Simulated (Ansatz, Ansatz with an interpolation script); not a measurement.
**SnO2 (Pbcn): what limits a Wannier interpolation of GW**

Aim: vary the Wannier model and the GW settings for SnO2 (Pbcn) and see what the interpolated bands lose.

Method: maximally localised Wannier functions, LDA, plane waves, PAW, in Ansatz 0.2.0.

## 1. Starting point

The structure is orthorhombic, space group Pbcn (No. 60). Conventional cell: a = 4.735 Å, b = 5.751 Å, c = 5.247 Å, α = 90.00°, β = 90.00°, γ = 90.00°. Nearest to Sn lie 6 O at 2.04 to 2.11 Å. O has 3 Sn at 2.04 to 2.11 Å nearest. Farther neighbours and most contacts between anions are not listed.

As a file:

```cif
data_structure
_symmetry_space_group_name_H-M 'P 1'
_symmetry_Int_Tables_number 1
_cell_length_a 4.7351
_cell_length_b 5.7509
_cell_length_c 5.2471
_cell_angle_alpha 90.000
_cell_angle_beta 90.000
_cell_angle_gamma 90.000
_cell_volume 142.89
loop_
_atom_site_label
_atom_site_type_symbol
_atom_site_fract_x
_atom_site_fract_y
_atom_site_fract_z
_atom_site_occupancy
Sn1 Sn 0.50000 0.66545 0.75000 1
Sn2 Sn 0.00000 0.83455 0.25000 1
Sn3 Sn 0.50000 0.33455 0.25000 1
Sn4 Sn 0.00000 0.16545 0.75000 1
O5 O 0.73031 0.60712 0.07860 1
O6 O 0.23031 0.89288 0.92140 1
O7 O 0.76969 0.89288 0.57860 1
O8 O 0.26969 0.60712 0.42140 1
O9 O 0.73031 0.39288 0.57860 1
O10 O 0.23031 0.10712 0.42140 1
O11 O 0.76969 0.10712 0.07860 1
O12 O 0.26969 0.39288 0.92140 1
```

The cell and positions are those that the Materials Project relaxed with its own functionals (PBE, PBE+U or r2SCAN), kept fixed. This is not the form that SnO2 usually takes at ambient conditions. The default PAW set here is soft_2. Its files were made with PBE.

## 2. Wannier model on 8×8×8

Localised functions give a small Hamiltonian that interpolates between mesh points at no cost.

Contents of input.yaml:

```yaml
crystal:
  lattice:
    - [4.73514617, 0.0, 0.0]
    - [0.0, 5.75091223, 0.0]
    - [0.0, 0.0, 5.24711425]
  atoms:
    - { symbol: Sn, position: [0.5, 0.66544775, 0.75] }
    - { symbol: Sn, position: [0.0, 0.83455225, 0.25] }
    - { symbol: Sn, position: [0.5, 0.33455225, 0.25] }
    - { symbol: Sn, position: [0.0, 0.16544775, 0.75] }
    - { symbol: O, position: [0.73030504, 0.60712347, 0.07860358] }
    - { symbol: O, position: [0.23030504, 0.89287653, 0.92139642] }
    - { symbol: O, position: [0.76969496, 0.89287653, 0.57860358] }
    - { symbol: O, position: [0.26969496, 0.60712347, 0.42139642] }
    - { symbol: O, position: [0.73030504, 0.39287653, 0.57860358] }
    - { symbol: O, position: [0.23030504, 0.10712347, 0.42139642] }
    - { symbol: O, position: [0.76969496, 0.10712347, 0.07860358] }
    - { symbol: O, position: [0.26969496, 0.39287653, 0.92139642] }
kpoints:
  mp_grid: { grid: [4, 4, 4] }
hamiltonian:
  xc: lda
scf:
  occupations: { method: fixed }
  n_extra_bands: 76
output:
  wannier:
    kmesh: [8, 8, 8]
    projections:
      - { species: O, l: p, shell: 2 }
      - { species: Sn, l: s, shell: 5 }
      - { species: Sn, l: p, shell: 5 }
    minimise: true
    write_hr: true
    seedname: w
    conv_tol: 1.0e-06
    max_iter: 20000
    stability_check: false
    disentanglement:
      window: [0.81, 22.04]
      frozen_window: [0.81, 13.1]
      conv_tol: 1.0e-08
```

Run with:

```console
$ ansatz run input.yaml --threads 16 --pin off --max-ram 64512MiB --backend cuda --events-out ev --progress --plain --runs-dir out --devices 1 --max-vram 78GiB
```

Numbers of over 12 decimals in the logs are rounded to 6 here.

Output:

```text
scf.n_extra_bands = 76 over 52 filled bands (N_el = 104.0): the run solves 128 bands
GPUs: using 1 of 1 available (devices: 1).
Engine: ansatz 0.2.0, aarch64-unknown-linux-gnu
Pseudopotentials: kind: paw
Pseudopotential: Sn, paw, valence charge 14, recommended cutoff 420 eV (normal), Sn.paw.azcp
Pseudopotential: O, paw, valence charge 6, recommended cutoff 420 eV (normal), O.paw.azcp
Functional definition: SPW92
  exchange = slater_x
  correlation = pw_c
concurrent solve slots: 14 of 16 are kept, ahead of what memory takes: no pass of the eigensolver takes more rounds on 14
[...]
Crystal: 12 atoms, lattice volume = 142.886 Å³
Basis set: ecut = 420 eV, 2809 PW (Γ)
Bands: 128, of which v1, the nominal top of the filled ones, is band 52 counted from 1 (51 counted from 0)
Symmetry: 8 space group operations
Space group: Pbcn (ITA 60), of the structure as read, at distance tolerance 5.2e-5 Å
k-points: 27 of 64
Non-local potential: Sn, projectors of the file, l = 0: 2, l = 1: 2, l = 2: 2, l = 3: 2
Non-local potential: O, projectors of the file, l = 0: 2, l = 1: 2, l = 2: 1
PAW form: soft (Blöchl's): semilocal exchange-correlation on the pseudo side does not see the compensation charge
PAW frozen core: Sn, regenerated for the run's functional, and the local potential with it (the file was generated under x = pbe(κ = 0.804, μ = 0.219515), c = pbe(β = 0.066725))
PAW frozen core: O, regenerated for the run's functional, and the local potential with it (the file was generated under x = pbe(κ = 0.804, μ = 0.219515), c = pbe(β = 0.066725))
PAW one-centre angular grid: Sn, 590 points (default); XC on 64 Gauss nodes
PAW one-centre angular grid: O, 110 points (default); XC on 64 Gauss nodes
Initial density: superposition of atomic densities (neutral atoms: chi_scale 0, normalization atom), corrected by the library's trained network
Initial wavefunctions: pseudopotential atomic-orbital guess
[...]
Functional: x = slater, c = lda
SCF iter   1: F=—  HF=-27960.657348 eV  |F-HF|=—  |Δ(HF+E_count)|=         —  Δρ=1.92e-2  dr2=4.38e-1  ethr=1.77e-3  ⟨swp⟩=5.0  Hψ=11950  notcnv=0  defer=1986
preconditioner: auto → Resta (q_TF=auto, 2.588 Å⁻¹)  ε∞=2.0  [insulator: Δε(μ)=1.085 eV  Ē_g=32.361 eV  n_scr=38 (ndim 8)  ℏωp=31.7 eV  f_vac=0.028  ε∞_Penn≈2.0]
SCF iter   2: F=—  HF=-27960.532970 eV  |F-HF|=—  |Δ(HF+E_count)|=   1.24e-1  Δρ=5.84e-3  dr2=1.90e-2  ethr=4.21e-4  ⟨swp⟩=2.0  Hψ=4289  notcnv=0  defer=1989
SCF iter   3: F=—  HF=-27960.526434 eV  |F-HF|=—  |Δ(HF+E_count)|=   6.54e-3  Δρ=2.08e-3  dr2=3.18e-3  ethr=1.83e-5  ⟨swp⟩=2.7  Hψ=3001  notcnv=0  defer=1990
SCF iter   4: F=—  HF=-27960.525533 eV  |F-HF|=—  |Δ(HF+E_count)|=   9.00e-4  Δρ=5.96e-4  dr2=2.85e-4  ethr=3.06e-6  ⟨swp⟩=2.0  Hψ=1580  notcnv=0  defer=1989
[...]
SCF 1 converged in 7 iterations: F = -27960.525310 eV  dr2 = 4.67e-9
[...]
concurrent solve slots: 14 of 16 are kept, ahead of what memory takes: no pass of the eigensolver takes more rounds on 14
[...]
NSCF: frozen V_eff on 27 k-points
[...]
concurrent solve slots: 15 of 16 are kept, ahead of what memory takes: no pass of the eigensolver takes more rounds on 15
[...]
NSCF: frozen V_eff on 129 k-points
[...]
SCF converged after 7 iterations
[...]
k-point 26: bands = [... 48 lower, 8.5059, 8.5059, 8.5059, 8.5059, 14.1092, 14.1092, 14.1092, 14.1092, ... 6 higher]
Wannier search: line search 1 of at most 20000: gauge-dependent spread (as the search counts it) 14.3265813 Å², largest recent change 1.0e0 Å² against conv_tol 1.0e-6 Å², 0 stops escaped
Wannier search: line search 100 of at most 20000: gauge-dependent spread (as the search counts it) 9.5719532 Å², largest recent change 5.4e-3 Å² against conv_tol 1.0e-6 Å², 0 stops escaped
Wannier search: line search 200 of at most 20000: gauge-dependent spread (as the search counts it) 9.4675974 Å², largest recent change 4.9e-4 Å² against conv_tol 1.0e-6 Å², 0 stops escaped
Wannier search: line search 300 of at most 20000: gauge-dependent spread (as the search counts it) 9.4288117 Å², largest recent change 3.4e-4 Å² against conv_tol 1.0e-6 Å², 0 stops escaped
Wannier search: line search 400 of at most 20000: gauge-dependent spread (as the search counts it) 9.4027056 Å², largest recent change 2.1e-4 Å² against conv_tol 1.0e-6 Å², 0 stops escaped
Wannier search: line search 500 of at most 20000: gauge-dependent spread (as the search counts it) 9.3869675 Å², largest recent change 1.3e-4 Å² against conv_tol 1.0e-6 Å², 0 stops escaped
Wannier search: line search 600 of at most 20000: gauge-dependent spread (as the search counts it) 9.3781633 Å², largest recent change 6.7e-5 Å² against conv_tol 1.0e-6 Å², 0 stops escaped
Wannier search: line search 700 of at most 20000: gauge-dependent spread (as the search counts it) 9.3734229 Å², largest recent change 3.6e-5 Å² against conv_tol 1.0e-6 Å², 0 stops escaped
[...]
Wannier search: line search 1100 of at most 20000: gauge-dependent spread (as the search counts it) 5.7770089 Å², largest recent change 1.6e-2 Å² against conv_tol 1.0e-6 Å², 0 stops escaped
Wannier search: line search 1200 of at most 20000: gauge-dependent spread (as the search counts it) 4.8960280 Å², largest recent change 3.1e-3 Å² against conv_tol 1.0e-6 Å², 0 stops escaped
Wannier search: line search 1300 of at most 20000: gauge-dependent spread (as the search counts it) 4.8084429 Å², largest recent change 1.5e-4 Å² against conv_tol 1.0e-6 Å², 0 stops escaped
Wannier search: line search 1400 of at most 20000: gauge-dependent spread (as the search counts it) 4.8041895 Å², largest recent change 7.7e-6 Å² against conv_tol 1.0e-6 Å², 0 stops escaped
WARN: <dir> 872 periodic images of 872 elements of H(R) lie 4.88e-4 to 1.95e-3 Å beyond their element's nearest image, near the 9.77e-4 Å window within which an element is shared among its images; whether they share it moves the interpolated H(k) by 2.4e-3 eV (Frobenius norm, root mean square over the Brillouin zone); at the model's own mesh points H(k) does not change
```

Elapsed: 28 s, on 1 × NVIDIA GB200 (shared by 2 runs) with 16 threads of Arm Neoverse V2, shared host; peak memory 2.1 GiB; 1.8 min of CPU time.

This step gave:

- gauge-invariant spread: 50.73 Å²
- diagonal spread: 0.02984 Å²
- off-diagonal spread: 4.774 Å²
- total spread: 55.54 Å²
- least projectability: 0.3310
- localisation steps: 1471
- disentanglement steps: 332
- r.m.s. interpolation error: 1.88e-4 eV
- r.m.s. error near the gap: 2.18e-4 eV

Near the gap the model misses directly solved bands by 0.2 meV r.m.s. and by 5 meV at most in the window tested. This tests the starting bands, not the corrections carried with them.

## 3. Wannier model on 4×4×4

input.yaml: that of step 2 with these lines changed.

```diff
@@ -27,3 +27,3 @@
   wannier:
-    kmesh: [8, 8, 8]
+    kmesh: [4, 4, 4]
     projections:
```

Output:

```text
[...]
GPUs: using 1 of 1 available (devices: 1).
[...]
Crystal: 12 atoms, lattice volume = 142.886 Å³
Basis set: ecut = 420 eV, 2809 PW (Γ)
Bands: 128, of which v1, the nominal top of the filled ones, is band 52 counted from 1 (51 counted from 0)
Symmetry: 8 space group operations
[...]
k-points: 27 of 64
[...]
SCF iter   1: F=—  HF=-27960.657348 eV  |F-HF|=—  |Δ(HF+E_count)|=         —  Δρ=1.92e-2  dr2=4.38e-1  ethr=1.77e-3  ⟨swp⟩=5.0  Hψ=11950  notcnv=0  defer=1986
[...]
SCF iter   7: F=-27960.525310 eV  HF=-27960.525310 eV  |F-HF|=2.50e-9  |Δ(HF+E_count)|=   7.62e-8  Δρ=2.06e-6  dr2=4.67e-9  ethr=9.62e-11  ⟨swp⟩=14.0  Hψ=26631  notcnv=0
SCF 1 converged in 7 iterations: F = -27960.525310 eV  dr2 = 4.67e-9
[...]
NSCF: frozen V_eff on 27 k-points
[...]
NSCF: frozen V_eff on 31 k-points, pencils in batches of 32, up to order 512
[...]
SCF converged after 7 iterations
[...]
k-point 2: bands = [... 48 lower, 8.6302, 8.6302, 8.6913, 8.6913, 13.1642, 13.1642, 14.8612, 14.8612, ... 6 higher]
  k-point 26: bands = [... 48 lower, 8.5059, 8.5059, 8.5059, 8.5059, 14.1092, 14.1092, 14.1092, 14.1092, ... 6 higher]
[...]
```

Elapsed: 5.2 s, on 1 × NVIDIA GB200 (shared by 2 runs) with 16 threads; peak memory 1.3 GiB.

Numbers from this step:

- gauge-invariant spread: 47.72 Å²
- diagonal spread: 0.02787 Å²
- off-diagonal spread: 5.109 Å²
- total spread: 52.86 Å²
- least projectability: 0.3310
- localisation steps: 412
- disentanglement steps: 102
- r.m.s. interpolation error: 0.001462 eV
- r.m.s. error near the gap: 0.001323 eV

Near the gap the model misses directly solved bands by 1.3 meV r.m.s. and by 14 meV at most in the window tested. This tests the starting bands, not the corrections carried with them.

Frozen up to 4.22 eV; above it the model need not follow the bands. Electronic bands along the path, in eV, zero at the valence-band top; v1 is the highest filled band, c1 the lowest empty one:

| point | v4 | v3 | v2 | v1 | c1 | c2 | c3 | c4 |
| --- | --- | --- | --- | --- | --- | --- | --- | --- |
| Γ | -0.61 | -0.17 | -0.13 | -0.02 | 1.22 | 6.14 | 6.19 | 6.60 |
| halfway | -0.58 | -0.42 | -0.06 | -0.05 | 2.58 | 5.15 | 5.79 | 5.89 |
| X | -0.28 | -0.28 | -0.05 | -0.05 | 4.38 | 4.38 | 5.07 | 5.07 |
| halfway | -0.45 | -0.45 | -0.13 | -0.13 | 4.61 | 4.61 | 5.46 | 5.46 |
| S | -0.59 | -0.59 | -0.19 | -0.19 | 4.81 | 4.81 | 5.89 | 5.89 |
| halfway | -0.48 | -0.48 | -0.24 | -0.24 | 4.33 | 4.33 | 6.38 | 6.38 |
| Y | -0.91 | -0.91 | -0.10 | -0.10 | 3.93 | 3.93 | 6.85 | 6.85 |
| halfway | -0.71 | -0.56 | -0.12 | -0.11 | 2.30 | 5.41 | 6.45 | 6.92 |
| Γ | -0.61 | -0.17 | -0.13 | -0.02 | 1.22 | 6.14 | 6.19 | 6.60 |
| halfway | -0.59 | -0.17 | -0.15 | -0.13 | 2.48 | 5.70 | 6.02 | 6.48 |
| Z | -0.24 | -0.24 | -0.18 | -0.18 | 4.31 | 4.31 | 5.99 | 5.99 |
| halfway | -0.49 | -0.49 | -0.06 | -0.06 | 4.20 | 4.20 | 5.79 | 5.79 |
| U | -0.24 | -0.24 | -0.24 | -0.24 | 4.79 | 4.79 | 4.79 | 4.79 |
| halfway | -0.32 | -0.32 | -0.32 | -0.32 | 5.01 | 5.01 | 5.01 | 5.01 |
| R | -0.37 | -0.37 | -0.37 | -0.37 | 5.24 | 5.24 | 5.24 | 5.24 |
| halfway | -0.62 | -0.62 | -0.11 | -0.11 | 4.96 | 4.96 | 5.65 | 5.65 |
| T | -0.32 | -0.32 | -0.32 | -0.32 | 5.38 | 5.38 | 5.38 | 5.38 |
| halfway | -0.39 | -0.39 | -0.26 | -0.26 | 4.70 | 4.70 | 5.83 | 5.83 |
| Z | -0.24 | -0.24 | -0.18 | -0.18 | 4.31 | 4.31 | 5.99 | 5.99 |
| jump to X | -0.28 | -0.28 | -0.05 | -0.05 | 4.38 | 4.38 | 5.07 | 5.07 |
| halfway | -0.31 | -0.31 | -0.10 | -0.10 | 4.67 | 4.67 | 4.98 | 4.98 |
| U | -0.24 | -0.24 | -0.24 | -0.24 | 4.79 | 4.79 | 4.79 | 4.79 |
| jump to Y | -0.91 | -0.91 | -0.10 | -0.10 | 3.93 | 3.93 | 6.85 | 6.85 |
| halfway | -0.58 | -0.58 | -0.10 | -0.10 | 4.35 | 4.35 | 6.43 | 6.43 |
| T | -0.32 | -0.32 | -0.32 | -0.32 | 5.38 | 5.38 | 5.38 | 5.38 |
| jump to S | -0.59 | -0.59 | -0.19 | -0.19 | 4.81 | 4.81 | 5.89 | 5.89 |

The same for Kohn-Sham, solved directly:

| point | v4 | v3 | v2 | v1 | c1 | c2 | c3 | c4 |
| --- | --- | --- | --- | --- | --- | --- | --- | --- |
| Γ | -0.61 | -0.17 | -0.13 | -0.02 | 1.22 | 5.96 | 6.01 | 6.60 |
| X | -0.28 | -0.28 | -0.05 | -0.05 | 4.38 | 4.38 | 5.06 | 5.06 |
| S | -0.59 | -0.59 | -0.19 | -0.19 | 4.81 | 4.81 | 5.88 | 5.88 |
| Y | -0.91 | -0.91 | -0.10 | -0.10 | 3.93 | 3.93 | 6.66 | 6.66 |
| Γ | -0.61 | -0.17 | -0.13 | -0.02 | 1.22 | 5.96 | 6.01 | 6.60 |
| Z | -0.24 | -0.24 | -0.18 | -0.18 | 4.29 | 4.29 | 5.99 | 5.99 |
| U | -0.24 | -0.24 | -0.24 | -0.24 | 4.79 | 4.79 | 4.79 | 4.79 |
| R | -0.37 | -0.37 | -0.37 | -0.37 | 5.23 | 5.23 | 5.23 | 5.23 |
| T | -0.32 | -0.32 | -0.32 | -0.32 | 5.36 | 5.36 | 5.36 | 5.36 |
| Z | -0.24 | -0.24 | -0.18 | -0.18 | 4.29 | 4.29 | 5.99 | 5.99 |
| X | -0.28 | -0.28 | -0.05 | -0.05 | 4.38 | 4.38 | 5.06 | 5.06 |
| U | -0.24 | -0.24 | -0.24 | -0.24 | 4.79 | 4.79 | 4.79 | 4.79 |
| Y | -0.91 | -0.91 | -0.10 | -0.10 | 3.93 | 3.93 | 6.66 | 6.66 |
| T | -0.32 | -0.32 | -0.32 | -0.32 | 5.36 | 5.36 | 5.36 | 5.36 |

## 4. A faulty Wannier input

input.yaml: that of step 3 with these lines changed.

```diff
@@ -39,4 +39,4 @@
     disentanglement:
-      window: [0.81, 22.04]
-      frozen_window: [0.81, 13.1]
+      window: [0.81, 10.1]
+      frozen_window: [0.81, 9.9]
       conv_tol: 1.0e-08
```

Output:

```text
scf.n_extra_bands = 76 over 52 filled bands (N_el = 104.0): the run solves 128 bands
GPUs: using 1 of 1 available (devices: 1).
Engine: ansatz 0.2.0, aarch64-unknown-linux-gnu
Pseudopotentials: kind: paw
Pseudopotential: Sn, paw, valence charge 14, recommended cutoff 420 eV (normal), Sn.paw.azcp
Pseudopotential: O, paw, valence charge 6, recommended cutoff 420 eV (normal), O.paw.azcp
Functional definition: SPW92
  exchange = slater_x
  correlation = pw_c
concurrent solve slots: 14 of 16 are kept, ahead of what memory takes: no pass of the eigensolver takes more rounds on 14
device memory: the entry about to start is reckoned to put 11.8 GiB on a device that reports 129.4 GiB free (of which the cap on the GPU budget leaves the run 78.0 GiB)
GPU FFT provider: cuFFT
GPU libraries: cuBLAS 13.8.1, cuFFT 12.4.0, cuSOLVER 12.3.2
GPU matrix products: emulated (plane waves: as basis.precision tells), large ones in fixed point in workspaces of 1.00 GiB
Crystal: 12 atoms, lattice volume = 142.886 Å³
Basis set: ecut = 420 eV, 2809 PW (Γ)
Bands: 128, of which v1, the nominal top of the filled ones, is band 52 counted from 1 (51 counted from 0)
Symmetry: 8 space group operations
Space group: Pbcn (ITA 60), of the structure as read, at distance tolerance 5.2e-5 Å
k-points: 27 of 64
Non-local potential: Sn, projectors of the file, l = 0: 2, l = 1: 2, l = 2: 2, l = 3: 2
Non-local potential: O, projectors of the file, l = 0: 2, l = 1: 2, l = 2: 1
PAW form: soft (Blöchl's): semilocal exchange-correlation on the pseudo side does not see the compensation charge
[...]
NSCF: frozen V_eff on 27 k-points
[...]
device memory: the entry about to start is reckoned to put 5.4 GiB on a device that reports 129.4 GiB free (of which the cap on the GPU budget leaves the run 78.0 GiB)
NSCF: frozen V_eff on 31 k-points, pencils in batches of 32, up to order 512
the Wannier pass solved 31 of the 64 points of its mesh, and has the states at the others by symmetry: states obtained by the crystal's operations at points that were solved too leave a residual of 1.27e-12 eV (read by the count's bands and the next), within 1.11e-5 eV
SCF converged after 7 iterations
Free energy (F): -27960.525310 eV
Harris-Foulkes:  -27960.525310 eV  (|F-HF|=2.50e-9)
Internal energy: -27960.525310 eV  (E = F + TS)
E sigma→0 (E₀):  -27960.525310 eV
Fermi energy:    8.853488 eV
--- Per-component energies (eV) ---
  E_band       = -256.175228
  E_kinetic    = 2157.037175
  E_local      = -5603.921468  (includes V_loc(G=0)·N_el)
  E_nonlocal   = 301.003530
  E_hartree    = 2901.895911
  E_xc         = -2082.829955
  E_vxc        = -1127.330193  (∫ρ·V_xc dr)
  E_paw        = -17203.365733  (= ΣΔE_a)
  E_vpaw       = -1786.775885  (= ΣTr[D̂ρ^β])
  E_aug_tail   = 0.020110  (compensation charges beyond the density's cutoff)
  E_ewald      = -8432.839844
  E_core_change = 2.474965  (= ΣΔE_core)
  E_smearing   = -0.000000  (= −TS)
  E_closure    = 0.000000  (closes the sum)
  Σ components = -27960.525310   (vs F -27960.525310, Δ=0.00e0)
--- Band table (eV; the first three rows and the last of 27) ---
  k-point 0: bands = [... 48 lower, 8.2683, 8.7092, 8.7420, 8.8535, 10.0977, 14.8353, 14.8866, 15.4779, ... 72 higher]
  k-point 1: bands = [... 48 lower, 8.2825, 8.6998, 8.7254, 8.7470, 11.3584, 14.4800, 14.8170, 15.3202, ... 72 higher]
  k-point 2: bands = [... 48 lower, 8.6302, 8.6302, 8.6913, 8.6913, 13.1642, 13.1642, 14.8612, 14.8612, ... 72 higher]
  k-point 26: bands = [... 48 lower, 8.5059, 8.5059, 8.5059, 8.5059, 14.1092, 14.1092, 14.1092, 14.1092, ... 72 higher]
```

Wall time 3.3 s (1 × NVIDIA GB200 (shared by 2 runs) with 16 threads); peak memory 1.3 GiB.

The self-consistent loop converged; the step after it was not made. The program's words: output.wannier: at mesh point 0 (counted from 0) output.wannier.disentanglement.window holds 25 states for 40 functions, beside 0 of inner shells that are left out. Raise the window's top, and output.wannier.disentanglement.top_band where it is typed. No Wannier file is written

The fault put into this input: an outer window with too few states.

## 5. G0W0: 4×4×4 mesh, 1058 empty bands, screening to 220 eV

G0W0 replaces the xc potential by the self-energy, built once from these orbitals. Only a window of levels is corrected, while the sums run over the empty bands that the input names.

This step: G0W0 on LDA, plane waves, PAW.

input.yaml, the sections that differ from step 4:

```yaml
scf:
  occupations: { method: fixed }
gw:
  n_empty_bands: 1058
  ecut_chi: 220.0
  qp_bands: [v24, c2]
  screening: { model: contour_deformation }
# crystal, kpoints, hamiltonian: as in step 4
# output: removed
```

Output:

```text
GPUs: using 1 of 1 available (devices: 1).
[...]
Crystal: 12 atoms, lattice volume = 142.886 Å³
Basis set: ecut = 420 eV, 2809 PW (Γ)
Bands: 64, of which v1, the nominal top of the filled ones, is band 52 counted from 1 (51 counted from 0)
Symmetry: 8 space group operations
[...]
k-points: 27 of 64
[...]
25    31      2.9460   -24.5286     4.6209   -19.1277  0.7116     2.1520     2.1660  root
[...]
26    51      8.5059   -26.4863     5.0697   -20.5189  0.7325     7.5801     7.6083  root
    26    52      8.5059   -26.4863     5.0697   -20.5189  0.7325     7.5801     7.6083  root
    26    53     14.1092   -14.5339    -4.6918   -20.3291  0.7829    15.2634    15.2127  root
    26    54     14.1092   -14.5339    -4.6918   -20.3291  0.7829    15.2634    15.2127  root
[key lines of the parts left out:]
SCF converged after 7 iterations
Free energy (F): -27960.525310 eV
Fermi energy:    8.853469 eV
```

Run time: 5.5 min. Hardware: 1 × NVIDIA GB200 (shared by 2 runs) with 16 threads; peak memory 5 GiB.

The G0W0 gap on the mesh is 2.799 eV.

(Continued in part 2 of 2.)

[Paths, hosts, dates, memory and timing lines, banners, echoed tables and standing remarks are left out of the program output.]

[Logs are printed without paths, hosts, clocks, repeated set-up lines and the standing remarks that a program may print on its own settings, such as how far it seeks lower states.]

[Runs of the session that timed out or met a known fault of the program may be left out.]

[Hosts, paths, dates, database ids (printed as entryN), source tags and the programs' standing remarks are cut or masked in the printed files.]
